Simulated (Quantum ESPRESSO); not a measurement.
# Collinear magnetic orders of Sr2Fe2S2OF2 with Quantum ESPRESSO, part 2 of 2

Aim: find out which collinear order of Sr2Fe2S2OF2 costs least.

Quantum ESPRESSO 7.5; LDA; plane waves with GBRV 1.5 LDA potentials, no spin-orbit coupling.

So far, absolute magnetization (μB): step 2 (run 1 (ferro ++)) 7.8.

## 3. Start 2: antiferro +−

pw.in reads:

```
&CONTROL
  calculation = 'scf'
  prefix = 'pwscf'
  outdir = './tmp'
  pseudo_dir = './pseudo'
  disk_io = 'nowf'
/
&SYSTEM
  ibrav = 0
  celldm(1) = 8
  nat = 9
  ntyp = 6
  ecutwfc = 40
  ecutrho = 280
  nbnd = 55
  occupations = 'smearing'
  smearing = 'fd'
  degauss = 0.00367493
  nspin = 2
  starting_magnetization(1) = 0
  starting_magnetization(2) = 0.25
  starting_magnetization(3) = -0.25
  starting_magnetization(4) = 0
  starting_magnetization(5) = 0
  starting_magnetization(6) = 0
/
&ELECTRONS
  conv_thr = 1.8d-08
  electron_maxstep = 150
  mixing_beta = 0.3
/
ATOMIC_SPECIES
Sr     87.6200 sr_lda_v1.uspp.F.UPF
Fe1    55.8450 fe_lda_v1.5.uspp.F.UPF
Fe2    55.8450 fe_lda_v1.5.uspp.F.UPF
S      32.0600 s_lda_v1.4.uspp.F.UPF
O      15.9990 o_lda_v1.2.uspp.F.UPF
F      18.9984 f_lda_v1.4.uspp.F.UPF
CELL_PARAMETERS alat
  -0.4771558464680    0.4771558464680    2.1257056744384
   0.4771558464680   -0.4771558464680    2.1257056744384
   0.4771558464680    0.4771558464680   -2.1257056744384
ATOMIC_POSITIONS crystal
Sr      0.6710000000    0.6710000000    0.0000000000
Sr      0.3290000000    0.3290000000    0.0000000000
Fe1     0.0000000000    0.5000000000    0.5000000000
Fe2     0.5000000000    0.0000000000    0.5000000000
S       0.0938100000    0.0938100000    0.0000000000
S       0.9061900000    0.9061900000    0.0000000000
O       0.5000000000    0.5000000000    0.0000000000
F       0.2500000000    0.7500000000    0.5000000000
F       0.7500000000    0.2500000000    0.5000000000
K_POINTS automatic
8 8 8 0 0 0
```

The run is started by

```sh
$ OMP_NUM_THREADS=1 mpirun -n 4 pw.x -nk 4 -in pw.in > pw.out
```

Output:

```text
[banner, memory and clock lines left out]
Program PWSCF v.7.5 starts

     Message from routine setup:
     using ibrav=0 with symmetry is DISCOURAGED, use correct ibrav instead

     bravais-lattice index     =            0
     lattice parameter (alat)  =       8.0000  a.u.
     unit-cell volume          =     991.1824 (a.u.)^3
     number of atoms/cell      =            9
     number of atomic types    =            6
     number of electrons       =        84.00
     number of Kohn-Sham states=           55
     kinetic-energy cutoff     =      40.0000  Ry
     charge density cutoff     =     280.0000  Ry
     scf convergence threshold =      1.8E-08
     mixing beta               =       0.3000
     number of iterations used =            8  plain     mixing
     Exchange-correlation=  SLA  PZ   NOGX NOGC
                           (   1   1   0   0   0   0   0)

     celldm(1)=   8.000000  celldm(2)=   0.000000  celldm(3)=   0.000000
     celldm(4)=   0.000000  celldm(5)=   0.000000  celldm(6)=   0.000000

     crystal axes: (cart. coord. in units of alat)
               a(1) = (  -0.477156   0.477156   2.125706 )
               a(2) = (   0.477156  -0.477156   2.125706 )
               a(3) = (   0.477156   0.477156  -2.125706 )

     reciprocal axes: (cart. coord. in units 2 pi/alat)
               b(1) = ( -0.000000  1.047876  0.235216 )
               b(2) = (  1.047876 -0.000000  0.235216 )
               b(3) = (  1.047876  1.047876  0.000000 )

     PseudoPot. # 1 for Sr read from file:
     sr_lda_v1.uspp.F.UPF
     Pseudo is Ultrasoft + core correction, Zval = 10.0

     PseudoPot. # 2 for Fe read from file:
     fe_lda_v1.5.uspp.F.UPF
     Pseudo is Ultrasoft + core correction, Zval = 16.0

     PseudoPot. # 3 for Fe read from file:
     fe_lda_v1.5.uspp.F.UPF
     Pseudo is Ultrasoft + core correction, Zval = 16.0

     PseudoPot. # 4 for S  read from file:
     s_lda_v1.4.uspp.F.UPF
     Pseudo is Ultrasoft + core correction, Zval =  6.0

     PseudoPot. # 5 for O  read from file:
     o_lda_v1.2.uspp.F.UPF
     Pseudo is Ultrasoft + core correction, Zval =  6.0

     PseudoPot. # 6 for F  read from file:
     f_lda_v1.4.uspp.F.UPF
     Pseudo is Ultrasoft, Zval =  7.0

     atomic species   valence    mass     pseudopotential
     Sr               10.00    87.62000     Sr( 1.00)
     Fe1              16.00    55.84500     Fe( 1.00)
     Fe2              16.00    55.84500     Fe( 1.00)
     S                 6.00    32.06000     S ( 1.00)
     O                 6.00    15.99900     O ( 1.00)
     F                 7.00    18.99840     F ( 1.00)

     Starting magnetic structure
     atomic species   magnetization
     Sr              0.000
     Fe1             0.250
     Fe2            -0.250
     S               0.000
     O               0.000
     F               0.000

      8 Sym. Ops., with inversion, found

   Cartesian axes

     site n.     atom                  positions (alat units)
         1        Sr     tau(   1) = (  -0.0000000   0.0000000   2.8526970  )
         2        Sr     tau(   2) = (  -0.0000000   0.0000000   1.3987143  )
         3        Fe1    tau(   3) = (   0.4771558   0.0000000   0.0000000  )
         4        Fe2    tau(   4) = (   0.0000000   0.4771558   0.0000000  )
         5        S      tau(   5) = (   0.0000000  -0.0000000   0.3988249  )
         6        S      tau(   6) = (  -0.0000000   0.0000000   3.8525865  )
         7        O      tau(   7) = (   0.0000000   0.0000000   2.1257057  )
         8        F      tau(   8) = (   0.4771558  -0.0000000   1.0628528  )
         9        F      tau(   9) = (   0.0000000   0.4771558   1.0628528  )

     number of k points=    95  Fermi-Dirac smearing, width (Ry)=  0.0037
                       cart. coord. in units 2pi/alat
        k(    1) = (   0.0000000   0.0000000   0.0000000), wk =   0.0019531
        k(    2) = (   0.1309845   0.1309845   0.0000000), wk =   0.0078125
        k(    3) = (   0.2619689   0.2619689   0.0000000), wk =   0.0078125
        k(    4) = (   0.3929534   0.3929534   0.0000000), wk =   0.0078125
        k(    5) = (  -0.5239378  -0.5239378   0.0000000), wk =   0.0039062
        [... 90 further k-points ...]

     Dense  grid:    78531 G-vectors     FFT dimensions: (  96,  96,  96)

     Smooth grid:    33817 G-vectors     FFT dimensions: (  72,  72,  72)

     Check: negative core charge=   -0.000018
     Generating pointlists ...
     new r_m :   0.2407 (alat units)  1.9256 (a.u.) for type    1
     new r_m :   0.1968 (alat units)  1.5746 (a.u.) for type    2
     new r_m :   0.1968 (alat units)  1.5746 (a.u.) for type    3
     new r_m :   0.2565 (alat units)  2.0522 (a.u.) for type    4
     new r_m :   0.1968 (alat units)  1.5746 (a.u.) for type    5
     new r_m :   0.2407 (alat units)  1.9256 (a.u.) for type    6

     Initial potential from superposition of free atoms

     starting charge      81.9458, renormalised to      84.0000

     negative rho (up, down):  6.508E-02 6.508E-02
     Starting wfcs are   72 randomized atomic wfcs

     Self-consistent Calculation

     iteration #  1     ecut=    40.00 Ry     beta= 0.30
     Davidson diagonalization with overlap
     ethr =  1.00E-02,  avg # of iterations =  5.7

     negative rho (up, down):  6.402E-02 6.402E-02

     total energy              =    -782.56575692 Ry
     estimated scf accuracy    <      81.71644333 Ry

     total magnetization       =    -0.00 Bohr mag/cell
     absolute magnetization    =     0.80 Bohr mag/cell

     iteration #  2     ecut=    40.00 Ry     beta= 0.30
     Davidson diagonalization with overlap
     ethr =  1.00E-02,  avg # of iterations =  7.5

     negative rho (up, down):  6.346E-02 6.346E-02

     total energy              =    -793.77116018 Ry
     estimated scf accuracy    <     535.20045267 Ry

     total magnetization       =    -0.00 Bohr mag/cell
     absolute magnetization    =     0.16 Bohr mag/cell

     [... further iterations left out ...]

     iteration # 17     ecut=    40.00 Ry     beta= 0.30
     Davidson diagonalization with overlap
     ethr =  4.26E-10,  avg # of iterations =  2.1

     negative rho (up, down):  6.600E-02 6.600E-02

     total energy              =    -819.49496877 Ry
     estimated scf accuracy    <       0.00000011 Ry

     total magnetization       =    -0.00 Bohr mag/cell
     absolute magnetization    =     6.67 Bohr mag/cell

     iteration # 18     ecut=    40.00 Ry     beta= 0.30
     Davidson diagonalization with overlap
     ethr =  1.29E-10,  avg # of iterations =  2.5

     negative rho (up, down):  6.600E-02 6.600E-02

     Magnetic moment per site  (integrated on atomic sphere of radius R)
     atom   1 (R=0.241)  charge=  7.0358  magn= -0.0000
     atom   2 (R=0.241)  charge=  7.0358  magn= -0.0000
     atom   3 (R=0.197)  charge= 13.2612  magn=  2.9090
     atom   4 (R=0.197)  charge= 13.2612  magn= -2.9090
     atom   5 (R=0.257)  charge=  4.6643  magn=  0.0000
     atom   6 (R=0.257)  charge=  4.6643  magn=  0.0000
     atom   7 (R=0.197)  charge=  5.4867  magn=  0.0000
     atom   8 (R=0.241)  charge=  7.1953  magn= -0.0000
     atom   9 (R=0.241)  charge=  7.1953  magn= -0.0000

     End of self-consistent calculation

     Number of k-points >= 100: set verbosity='high' to print the bands.

     the Fermi energy is     9.5704 ev

!    total energy              =    -819.49496879 Ry
     estimated scf accuracy    <       0.00000001 Ry
     smearing contrib. (-TS)   =      -0.00493139 Ry
     internal energy E=F+TS    =    -819.49003739 Ry

     The total energy is F=E-TS. E is the sum of the following terms:
     one-electron contribution =    -554.68282910 Ry
     hartree contribution      =     315.08858725 Ry
     xc contribution           =    -136.64813567 Ry
     ewald contribution        =    -443.24765987 Ry

     total magnetization       =     0.00 Bohr mag/cell
     absolute magnetization    =     6.67 Bohr mag/cell

     convergence has been achieved in  18 iterations
```

Wall time 19 min (4 MPI ranks of Arm Neoverse V2, shared host); peak memory 1.7 GiB.

Spin moment in the atom's sphere by atom:

```csv
atom,spin moment in the atom's sphere (μB)
Sr1,0.00
Sr2,0.00
Fe3,2.91
Fe4,-2.91
S5,0.00
S6,0.00
O7,0.00
F8,0.00
F9,0.00
```

Read from the output:

| Quantity | Value |
| --- | --- |
| smearing term TS | 0.06710 eV |
| magnetization | 0 μB |
| absolute magnetization | 6.671 μB |
| final state | antiferromagnetic |

Spin density in the ac plane of the conventional cell at fractional y = 0.000, with atoms of Sr and Fe and S and O and F within 0.2 Å of it.

Ten even steps from '_' (-3.8 e/Å³) to '@' (3.7 e/Å³), each cell a mean:
```
++++++++++++##%%**++++++++++
++++++++++++++++++++++++++++
++++++++++++++++++++++++++++
++++++++++++++++++++++++++++
++++++++++++++++++++++++++++
++++++++++++++++++++++++++++
++++++++++++++++++++++++++++
++++++++++++++++++++++++++++
++++++++++++++++++++++++++++
++++++++++++++++++++++++++++
++++++++++==========++++++++
++++++++==--____::====++++++
++++++++====::::--====++++++
++++++++++++++++++++++++++++
++++++++++++++++++++++++++++
++++++++++++++++++++++++++++
++++++++++++++++++++++++++++
++++++++++++++++++++++++++++
++++++++++++++++++++++++++++
++++++++++++++++++++++++++++
++++++++++++++++++++++++++++
++++++++++++++++++++++++++++
++++++++++++++++++++++++++++
++++++++++**%%@@##++++++++++
```
Columns run along a (4.0 Å), rows up along c (18.0 Å), edges of the conventional cell, whose origin can differ from the input's. Atoms in or near the plane, at fractional coordinates: Sr at (0.00, 0.67), Sr at (0.00, 0.33), Fe at (0.50, 0.00), Fe at (0.50, 0.50), S at (0.00, 0.09), S at (0.00, 0.91), O at (0.00, 0.50), F at (0.50, 0.25), F at (0.50, 0.75).

Valence density in the ac plane of the conventional cell at fractional y = 0.000, with atoms of Sr and Fe and S and O and F within 0.2 Å of it. It is the smooth field of the valence electrons, not physical close to the nuclei.

Ten steps, logarithmic in the rise over the least value, from '0' (0 e/Å³) to '9' (16 e/Å³), each cell a mean:
```
22123689852122
44332112112344
44431100012343
32210000001123
00000122110000
00013588742000
43212577642233
15531111112454
55421000001355
11100000000011
22111223211112
76433799953357
65423689852346
11000112110011
32100000000122
45531000002455
45531122212455
22113588742112
00002577641000
00000011100000
33211000001233
43432100012343
33322223222333
11123799952111
```
Columns run along a (4.0 Å), rows up along c (18.0 Å), edges of the conventional cell, whose origin can differ from the input's. Atoms in or near the plane, at fractional coordinates: Sr at (0.00, 0.67), Sr at (0.00, 0.33), Fe at (0.50, 0.00), Fe at (0.50, 0.50), S at (0.00, 0.09), S at (0.00, 0.91), O at (0.00, 0.50), F at (0.50, 0.25), F at (0.50, 0.75).

## 4. Ranking

An order is kept where moments of 0.15 μB or more survive with the typed signs; meshes match where a doubled cell samples the same k points as the first cell.

Orders:

```csv
start,final state,typed order kept,energy over the lowest (meV a seeded atom),largest site moment (μB),net moment (μB a cell of the first run),mesh matched,CPU time (s)
ferro ++,ferromagnetic,yes,0,3.117,7.772,yes,2986
antiferro +-,antiferromagnetic,yes,70.04,2.909,0,yes,4442
```

## 5. Outcome

- lowest state found: ferromagnetic (from ferro ++)
- largest site moment: 3.12 μB
- next state with moments: antiferromagnetic, 70.0 meV a seeded atom higher

**Reading.** Only these 2 starts were compared; other wavevectors, canted and longer-period orders were not. No Hubbard term acts here. In such compounds local and semilocal functionals without one often delocalise the d electrons, and can shrink or lose moments and miss the size, sign and order of the couplings. The smearing term is large for its width, so states at the Fermi level are partly filled: at this level the cell is a metal or has a gap of a few widths at most.

[Logs and program files are shortened in this print: banners, set-up blocks, solver, clock and traceback lines can be left out without a mark of their own.]

[Logs are printed without paths, hosts, clocks, repeated set-up lines and the standing remarks that a program may print on its own settings, such as how far it seeks lower states.]

[Hosts, paths, dates, database ids (printed as entryN), source tags and the programs' standing remarks are cut or masked in the printed files.]

[Where a cell is said to come from a database of computed structures, the database is the Materials Project.]
